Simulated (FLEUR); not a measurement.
# Collinear magnetic orders of CoO with FLEUR

Wanted: the moments of CoO and the energy of each order that was tried.

Main program and level: FLEUR MaX-R8.1; PBE with U = 3.5 eV on Co d; all-electron FLAPW, Dirac cores, scalar-relativistic bands.

Report form: the programs' logs are mostly left out.

## 1. The starting structure

It takes space group Fm-3m (No. 225, cubic). Conventional cell: a = 4.263 Å, b = 4.263 Å, c = 4.263 Å, α = 90.00°, β = 90.00°, γ = 90.00°. Nearest to Co lie 6 O at 2.13 Å. Nearest to O lie 6 Co at 2.13 Å. Farther neighbours and most contacts between anions are not listed.

## 2. Start 1: ferro +

The parallel start is the test of whether parallel moments hold. The U counters the self-interaction that shrinks the moments of a localised shell.

inpgen writes inp.xml from crystal.txt; cutoffs, mixing, functional, smearing and local orbitals are then set in the file. The k list default-1 (kpts.xml, not shown) is a Γ-centred 10×10×10 mesh; where the ranks do not divide the number of points, some are split in two of half the weight.

inp.xml reads:

```
<?xml version="1.0" encoding="UTF-8" standalone="no"?>
<fleurInput fleurInputVersion="0.39">
   <comment>
      CoO
   </comment>
   <calculationSetup>
      <cutoffs Kmax="4.23" Gmax="12.7" GmaxXC="12.7" numbands="0"/>
      <scfLoop itmax="120" minDistance="0.0001" maxIterBroyd="15" imix="Anderson" alpha="0.05" precondParam="0.0" spinf="2.0" sdNocoIR="T"/>
      <coreElectrons ctail="T" frcor="F" kcrel="0" coretail_lmax="0"/>
      <xcFunctional name="pbe" relativisticCorrections="F"/>
      <magnetism jspins="2"/>
      <soc l_soc="F" theta="0.0" phi="0.0" spav="F"/>
      <expertModes spex="0" secvar="F"/>
      <geometryOptimization l_f="F" forcealpha="1.0" forcemix="BFGS" epsdisp="0.00001" epsforce="0.00001"/>
      <ldaU l_linMix="F" mixParam="0.05" spinf="1.0"/>
   </calculationSetup>
   <cell>
      <bzIntegration valenceElectrons="23.0" mode="hist" fermiSmearingEnergy="0.00183747">
         <kPointListSelection listName="default-1"/>
         <xi:include xmlns:xi="http://www.w3.org/2001/XInclude" href="kpts.xml"> </xi:include>
      </bzIntegration>
      <xi:include xmlns:xi="http://www.w3.org/2001/XInclude" href="sym.xml"> </xi:include>
      <bulkLattice scale="1.0">
         <bravaisMatrix>
            <row-1>    0.0000000000000000     4.0279512345848998     4.0279512345848998</row-1>
            <row-2>    4.0279512345848998     0.0000000000000000     4.0279512345848998</row-2>
            <row-3>    4.0279512345848998     4.0279512345848998     0.0000000000000000</row-3>
         </bravaisMatrix>
      </bulkLattice>
   </cell>
   <atomSpecies>
      <species name="Cobalt (Co3.000" element="Co" atomicNumber="27">
         <mtSphere radius="2.51" gridPoints="829" logIncrement="0.015"/>
         <atomicCutoffs lmax="10" lnonsphr="8"/>
         <electronConfig flipSpins="F">
            <coreConfig>(1s1/2) (2s1/2) (2p1/2) (2p3/2)</coreConfig>
            <valenceConfig>(3s1/2) (3p1/2) (3p3/2) (4s1/2) (3d3/2) (3d5/2)</valenceConfig>
            <stateOccupation state="(3d3/2)" spinUp="2.0" spinDown="0.8"/>
            <stateOccupation state="(3d5/2)" spinUp="3.0" spinDown="1.2"/>
         </electronConfig>
         <energyParameters s="4" p="4" d="3" f="4"/>
         <ldaU l="2" U="3.5" J="0.0" l_amf="F"/>
         <lo type="SCLO" l="0" n="3" eDeriv="0"/>
         <lo type="SCLO" l="1" n="3" eDeriv="0"/>
      </species>
      <species name="Oxygen (O)" element="O" atomicNumber="8">
         <mtSphere radius="1.42" gridPoints="471" logIncrement="0.022"/>
         <atomicCutoffs lmax="6" lnonsphr="4"/>
         <electronConfig flipSpins="F">
            <coreConfig>(1s1/2)</coreConfig>
            <valenceConfig>(2s1/2) (2p1/2) (2p3/2)</valenceConfig>
            <stateOccupation state="(2p1/2)" spinUp="0.666667" spinDown="0.666667"/>
            <stateOccupation state="(2p3/2)" spinUp="1.333333" spinDown="1.333333"/>
         </electronConfig>
         <energyParameters s="2" p="2" d="3" f="4"/>
      </species>
   </atomSpecies>
   <atomGroups>
      <atomGroup species="Cobalt (Co3.000">
         <relPos label="                   1">.0000000000 .0000000000 .0000000000</relPos>
         <force calculate="T" relaxXYZ="TTT"/>
      </atomGroup>
      <atomGroup species="Oxygen (O)">
         <relPos label="                   2">1.000/2.000 1.000/2.000 1.000/2.000</relPos>
         <force calculate="T" relaxXYZ="TTT"/>
      </atomGroup>
   </atomGroups>
   <output dos="F" band="F" slice="F">
      <bandDOS minEnergy="-.5*Htr" maxEnergy="0.5*Htr" sigma="0.015" storeEVData="T"/>
      <plotting iplot="0" polar="F">
         <plot TwoD="T" vec1="  1.0  0.0  0.0" vec2="  0.0  1.0  0.0" vec3="  0.0  0.0  1.0" zero="  0.0  0.0  0.0" file="plot"/>
      </plotting>
      <moessbauerParams electricFieldGradient="F" isomerShift="F" coreHyperfine="F" valenceHyperfine="F"/>
   </output>
</fleurInput>
```

crystal.txt reads:

```
CoO
&input film=F cartesian=F /
0.00000000000  2.13150000000  2.13150000000
2.13150000000  0.00000000000  2.13150000000
2.13150000000  2.13150000000  0.00000000000
1.8897261246
1.0 1.0 1.0

2
27 0.00000000000  0.00000000000  0.00000000000 : 3.000
8 0.50000000000  0.50000000000  0.50000000000

&kpt div1=10 div2=10 div3=10 gamma=T /
```

Run with:

```bash
$ OMP_NUM_THREADS=1 inpgen -f crystal.txt > inpgen.log  # inp.xml is then edited as shown
$ OMP_NUM_THREADS=1 mpirun -n 4 fleur_MPI > fleur.log
```

Elapsed: 12 s, on 4 MPI ranks of Intel Xeon 6975P-C (Granite Rapids), shared host; peak memory 0.25 GiB; 48 s of CPU time.

This step gave:

```yaml
free_energy: -39963.2755 eV
program_s_band_gap_on_this_mesh_in_a_metal_only_a_level_spacing: 0.01979 eV
magnetization: 2.999 μB
final_state: ferromagnetic
largest_moment: 2.734 μB
```

After 23 cycles the largest moment stands at 2.73 μB.

## 3. Run 2 (antiferro q=(0,0,1/2) +-)

Reversing part of the moments tests the sign of the couplings between them.

This order needs a doubled cell of 4 atoms. The mesh is halved along the doubled vector, so that both cells sample the same points. The k list default-1 (kpts.xml, not shown) is a Γ-centred 10×10×5 mesh.

Edit inp.xml of step 2 so:

```diff
@@ -17,3 +17,3 @@
    <cell>
-      <bzIntegration valenceElectrons="23.0" mode="hist" fermiSmearingEnergy="0.00183747">
+      <bzIntegration valenceElectrons="46.0" mode="hist" fermiSmearingEnergy="0.00183747">
          <kPointListSelection listName="default-1"/>
@@ -26,3 +26,3 @@
             <row-2>    4.0279512345848998     0.0000000000000000     4.0279512345848998</row-2>
-            <row-3>    4.0279512345848998     4.0279512345848998     0.0000000000000000</row-3>
+            <row-3>    8.0559024691697996     8.0559024691697996     0.0000000000000000</row-3>
          </bravaisMatrix>
@@ -39,2 +39,16 @@
             <stateOccupation state="(3d5/2)" spinUp="3.0" spinDown="1.2"/>
+         </electronConfig>
+         <energyParameters s="4" p="4" d="3" f="4"/>
+         <ldaU l="2" U="3.5" J="0.0" l_amf="F"/>
+         <lo type="SCLO" l="0" n="3" eDeriv="0"/>
+         <lo type="SCLO" l="1" n="3" eDeriv="0"/>
+      </species>
+      <species name="Cobalt (Co-3.000" element="Co" atomicNumber="27">
+         <mtSphere radius="2.51" gridPoints="829" logIncrement="0.015"/>
+         <atomicCutoffs lmax="10" lnonsphr="8"/>
+         <electronConfig flipSpins="F">
+            <coreConfig>(1s1/2) (2s1/2) (2p1/2) (2p3/2)</coreConfig>
+            <valenceConfig>(3s1/2) (3p1/2) (3p3/2) (4s1/2) (3d3/2) (3d5/2)</valenceConfig>
+            <stateOccupation state="(3d3/2)" spinUp="0.8" spinDown="2.0"/>
+            <stateOccupation state="(3d5/2)" spinUp="1.2" spinDown="3.0"/>
          </electronConfig>
@@ -62,4 +76,9 @@
       </atomGroup>
+      <atomGroup species="Cobalt (Co-3.000">
+         <relPos label="                   2">.0000000000 .0000000000 1.000/2.000</relPos>
+         <force calculate="T" relaxXYZ="TTT"/>
+      </atomGroup>
       <atomGroup species="Oxygen (O)">
-         <relPos label="                   2">1.000/2.000 1.000/2.000 1.000/2.000</relPos>
+         <relPos label="                   3">1.000/2.000 1.000/2.000 1.000/4.000</relPos>
+         <relPos label="                   4">1.000/2.000 1.000/2.000 -1.000/4.000</relPos>
          <force calculate="T" relaxXYZ="TTT"/>
```

crystal.txt reads:

```
CoO
&input film=F cartesian=F /
0.00000000000  2.13150000000  2.13150000000
2.13150000000  0.00000000000  2.13150000000
4.26300000000  4.26300000000  0.00000000000
1.8897261246
1.0 1.0 1.0

4
27 0.00000000000  0.00000000000  0.00000000000 : 3.000
27 0.00000000000  0.00000000000  0.50000000000 : -3.000
8 0.50000000000  0.50000000000  0.25000000000
8 0.50000000000  0.50000000000  0.75000000000

&kpt div1=10 div2=10 div3=5 gamma=T /
```

The job ended after 1.8 min (4 MPI ranks; peak memory 0.43 GiB; 7.1 min of CPU time).

Spin moment in the muffin-tin sphere by atom:

```
atom  spin moment in the muffin-tin sphere (μB)
 Co1                                       2.63
 Co2                                      -2.63
  O3                                       0.00
  O4                                       0.00
```

Read from the output:

```yaml
free_energy: -79926.6185 eV
program_s_band_gap_on_this_mesh_in_a_metal_only_a_level_spacing: 8.70e-7 eV
magnetization: 0 μB
final_state: antiferromagnetic
```

It lies 33.7 meV a seeded atom under the first start, and its largest moment is 2.63 μB against 2.73 μB.

## 4. Run 3 (antiferro q=(0,1/2,1/2) +-)

Another pattern of signs weighs the neighbour shells otherwise.

The cell is doubled to 4 atoms to hold this order. The mesh is halved along the doubled vector, so that both cells sample the same points. The k list default-1 (kpts.xml, not shown) is a Γ-centred 10×5×10 mesh.

Edit inp.xml of step 3 so:

```diff
@@ -25,4 +25,4 @@
             <row-1>    0.0000000000000000     4.0279512345848998     4.0279512345848998</row-1>
-            <row-2>    4.0279512345848998     0.0000000000000000     4.0279512345848998</row-2>
-            <row-3>    8.0559024691697996     8.0559024691697996     0.0000000000000000</row-3>
+            <row-2>    8.0559024691697996     0.0000000000000000     8.0559024691697996</row-2>
+            <row-3>    8.0559024691697996     4.0279512345848998     4.0279512345848998</row-3>
          </bravaisMatrix>
@@ -77,3 +77,3 @@
       <atomGroup species="Cobalt (Co-3.000">
-         <relPos label="                   2">.0000000000 .0000000000 1.000/2.000</relPos>
+         <relPos label="                   2">.0000000000 1.000/2.000 .0000000000</relPos>
          <force calculate="T" relaxXYZ="TTT"/>
@@ -81,4 +81,7 @@
       <atomGroup species="Oxygen (O)">
-         <relPos label="                   3">1.000/2.000 1.000/2.000 1.000/4.000</relPos>
-         <relPos label="                   4">1.000/2.000 1.000/2.000 -1.000/4.000</relPos>
+         <relPos label="                   3">1.000/2.000 .0000000000 1.000/2.000</relPos>
+         <force calculate="T" relaxXYZ="TTT"/>
+      </atomGroup>
+      <atomGroup species="Oxygen (O)">
+         <relPos label="                   4">1.000/2.000 1.000/2.000 1.000/2.000</relPos>
          <force calculate="T" relaxXYZ="TTT"/>
```

crystal.txt reads:

```
CoO
&input film=F cartesian=F /
0.00000000000  2.13150000000  2.13150000000
4.26300000000  0.00000000000  4.26300000000
4.26300000000  2.13150000000  2.13150000000
1.8897261246
1.0 1.0 1.0

4
27 0.00000000000  0.00000000000  0.00000000000 : 3.000
27 0.00000000000  0.50000000000  0.00000000000 : -3.000
8 0.50000000000  0.00000000000  0.50000000000
8 0.50000000000  0.50000000000  0.50000000000

&kpt div1=10 div2=5 div3=10 gamma=T /
```

Run time: 85 s. Hardware: 4 MPI ranks; peak memory 0.46 GiB.

Spin moment in the muffin-tin sphere by atom:

| atom | spin moment in the muffin-tin sphere (μB) |
| --- | --- |
| Co1 | 2.76 |
| Co2 | -2.76 |
| O3 | -0.11 |
| O4 | 0.11 |

This step gave:

- free energy: -79927.8008 eV
- program's band gap on this mesh (in a metal only a level spacing): 0.3132 eV
- magnetization: 0 μB
- final state: antiferromagnetic

It lies 625 meV a seeded atom under the first start (under a U so large a difference can come mostly from another filling of the orbitals), and its largest moment is 2.76 μB against 2.73 μB.

## 5. Order 4, typed as no spin polarisation

A spinless run shows what the cell costs with no moments; under a U that can hold a penalty on part-filled orbitals beside the lost exchange.

The k list default-1 (kpts.xml, not shown) is a Γ-centred 10×10×10 mesh.

inp.xml reads:

```
<?xml version="1.0" encoding="UTF-8" standalone="no"?>
<fleurInput fleurInputVersion="0.39">
   <comment>
      CoO
   </comment>
   <calculationSetup>
      <cutoffs Kmax="4.23" Gmax="12.7" GmaxXC="12.7" numbands="0"/>
      <scfLoop itmax="120" minDistance="0.0001" maxIterBroyd="15" imix="Anderson" alpha="0.05" precondParam="0.0" spinf="2.0" sdNocoIR="T"/>
      <coreElectrons ctail="T" frcor="F" kcrel="0" coretail_lmax="0"/>
      <xcFunctional name="pbe" relativisticCorrections="F"/>
      <magnetism jspins="1"/>
      <soc l_soc="F" theta="0.0" phi="0.0" spav="F"/>
      <expertModes spex="0" secvar="F"/>
      <geometryOptimization l_f="F" forcealpha="1.0" forcemix="BFGS" epsdisp="0.00001" epsforce="0.00001"/>
      <ldaU l_linMix="F" mixParam="0.05" spinf="1.0"/>
   </calculationSetup>
   <cell>
      <bzIntegration valenceElectrons="23.0" mode="hist" fermiSmearingEnergy="0.00183747">
         <kPointListSelection listName="default-1"/>
         <xi:include xmlns:xi="http://www.w3.org/2001/XInclude" href="kpts.xml"> </xi:include>
      </bzIntegration>
      <xi:include xmlns:xi="http://www.w3.org/2001/XInclude" href="sym.xml"> </xi:include>
      <bulkLattice scale="1.0">
         <bravaisMatrix>
            <row-1>    0.0000000000000000     4.0279512345848998     4.0279512345848998</row-1>
            <row-2>    4.0279512345848998     0.0000000000000000     4.0279512345848998</row-2>
            <row-3>    4.0279512345848998     4.0279512345848998     0.0000000000000000</row-3>
         </bravaisMatrix>
      </bulkLattice>
   </cell>
   <atomSpecies>
      <species name="Cobalt (Co)" element="Co" atomicNumber="27">
         <mtSphere radius="2.51" gridPoints="829" logIncrement="0.015"/>
         <atomicCutoffs lmax="10" lnonsphr="8"/>
         <electronConfig flipSpins="F">
            <coreConfig>(1s1/2) (2s1/2) (2p1/2) (2p3/2)</coreConfig>
            <valenceConfig>(3s1/2) (3p1/2) (3p3/2) (4s1/2) (3d3/2) (3d5/2)</valenceConfig>
            <stateOccupation state="(3d3/2)" spinUp="1.400000" spinDown="1.400000"/>
            <stateOccupation state="(3d5/2)" spinUp="2.100000" spinDown="2.100000"/>
         </electronConfig>
         <energyParameters s="4" p="4" d="3" f="4"/>
         <ldaU l="2" U="3.5" J="0.0" l_amf="F"/>
         <lo type="SCLO" l="0" n="3" eDeriv="0"/>
         <lo type="SCLO" l="1" n="3" eDeriv="0"/>
      </species>
      <species name="Oxygen (O)" element="O" atomicNumber="8">
         <mtSphere radius="1.42" gridPoints="471" logIncrement="0.022"/>
         <atomicCutoffs lmax="6" lnonsphr="4"/>
         <electronConfig flipSpins="F">
            <coreConfig>(1s1/2)</coreConfig>
            <valenceConfig>(2s1/2) (2p1/2) (2p3/2)</valenceConfig>
            <stateOccupation state="(2p1/2)" spinUp="0.666667" spinDown="0.666667"/>
            <stateOccupation state="(2p3/2)" spinUp="1.333333" spinDown="1.333333"/>
         </electronConfig>
         <energyParameters s="2" p="2" d="3" f="4"/>
      </species>
   </atomSpecies>
   <atomGroups>
      <atomGroup species="Cobalt (Co)">
         <relPos label="                   1">.0000000000 .0000000000 .0000000000</relPos>
         <force calculate="T" relaxXYZ="TTT"/>
      </atomGroup>
      <atomGroup species="Oxygen (O)">
         <relPos label="                   2">1.000/2.000 1.000/2.000 1.000/2.000</relPos>
         <force calculate="T" relaxXYZ="TTT"/>
      </atomGroup>
   </atomGroups>
   <output dos="F" band="F" slice="F">
      <bandDOS minEnergy="-.5*Htr" maxEnergy="0.5*Htr" sigma="0.015" storeEVData="T"/>
      <plotting iplot="0" polar="F">
         <plot TwoD="T" vec1="  1.0  0.0  0.0" vec2="  0.0  1.0  0.0" vec3="  0.0  0.0  1.0" zero="  0.0  0.0  0.0" file="plot"/>
      </plotting>
      <moessbauerParams electricFieldGradient="F" isomerShift="F" coreHyperfine="F" valenceHyperfine="F"/>
   </output>
</fleurInput>
```

crystal.txt reads:

```
CoO
&input film=F cartesian=F /
0.00000000000  2.13150000000  2.13150000000
2.13150000000  0.00000000000  2.13150000000
2.13150000000  2.13150000000  0.00000000000
1.8897261246
1.0 1.0 1.0

2
27 0.00000000000  0.00000000000  0.00000000000
8 0.50000000000  0.50000000000  0.50000000000

&kpt div1=10 div2=10 div3=10 gamma=T /
```

Elapsed: 6.6 s, on 4 MPI ranks; peak memory 0.23 GiB; 25 s of CPU time.

Read from the output:

```yaml
free_energy: -39962.3572 eV
program_s_band_gap_on_this_mesh_in_a_metal_only_a_level_spacing: 0.01240 eV
final_state: non-magnetic (no spin polarisation)
```

It lies 918 meV a seeded atom over the first start (under a U so large a difference can come mostly from another filling of the orbitals).

## 6. Ranking

Free energies are divided by the number of seeded atoms, so that cells of unlike size compare. Wavevectors q in the names are fractions of the primitive cell's reciprocal vectors.

Orders:

| start | final state | typed order kept | energy over the lowest (meV a seeded atom) | largest sphere moment (μB) | net moment (μB a primitive cell) | mesh matched | CPU time (s) |
| --- | --- | --- | --- | --- | --- | --- | --- |
| ferro + | ferromagnetic | yes | 624.9 | 2.734 | 2.999 | yes | 47.72 |
| antiferro q=(0,0,1/2) +- | antiferromagnetic | yes | 591.1 | 2.634 | 0 | yes | 426.8 |
| antiferro q=(0,1/2,1/2) +- | antiferromagnetic | yes | 0 | 2.758 | 0 | yes | 337 |
| no spin polarisation | non-magnetic | - | 1543 | 0 | 0 | yes | 25.28 |

Eigenvalues of the occupation matrices of the first corrected atom:

```
                     start             majority spin             minority spin
                   ferro +  1.03 1.03 0.98 0.98 0.98  0.66 0.66 0.66 0.16 0.16
  antiferro q=(0,0,1/2) +-  1.02 1.02 0.98 0.98 0.98  0.70 0.65 0.65 0.17 0.17
antiferro q=(0,1/2,1/2) +-  1.03 1.02 0.98 0.98 0.98  0.97 0.97 0.17 0.13 0.04
```

## 7. Summary of results

```
moments, largest by run : 2.73, 2.63, 2.76, 0 μB
spread of the energies  : 1543 meV a seeded atom
```

No order can be named lowest. Under a U these runs seem to end in unlike orbital states: the occupations of the corrected shell differ between them, or their energies lie too far apart for exchange. The differences are then no exchange energies.

[Logs and program files are shortened in this print: banners, set-up blocks, solver, clock and traceback lines can be left out without a mark of their own.]

[Logs are printed without paths, hosts, clocks, repeated set-up lines and the standing remarks that a program may print on its own settings, such as how far it seeks lower states.]

[Hosts, paths, dates, database ids (printed as entryN), source tags and the programs' standing remarks are cut or masked in the printed files.]

[Where a cell is said to come from a database of computed structures, the database is the Materials Project.]
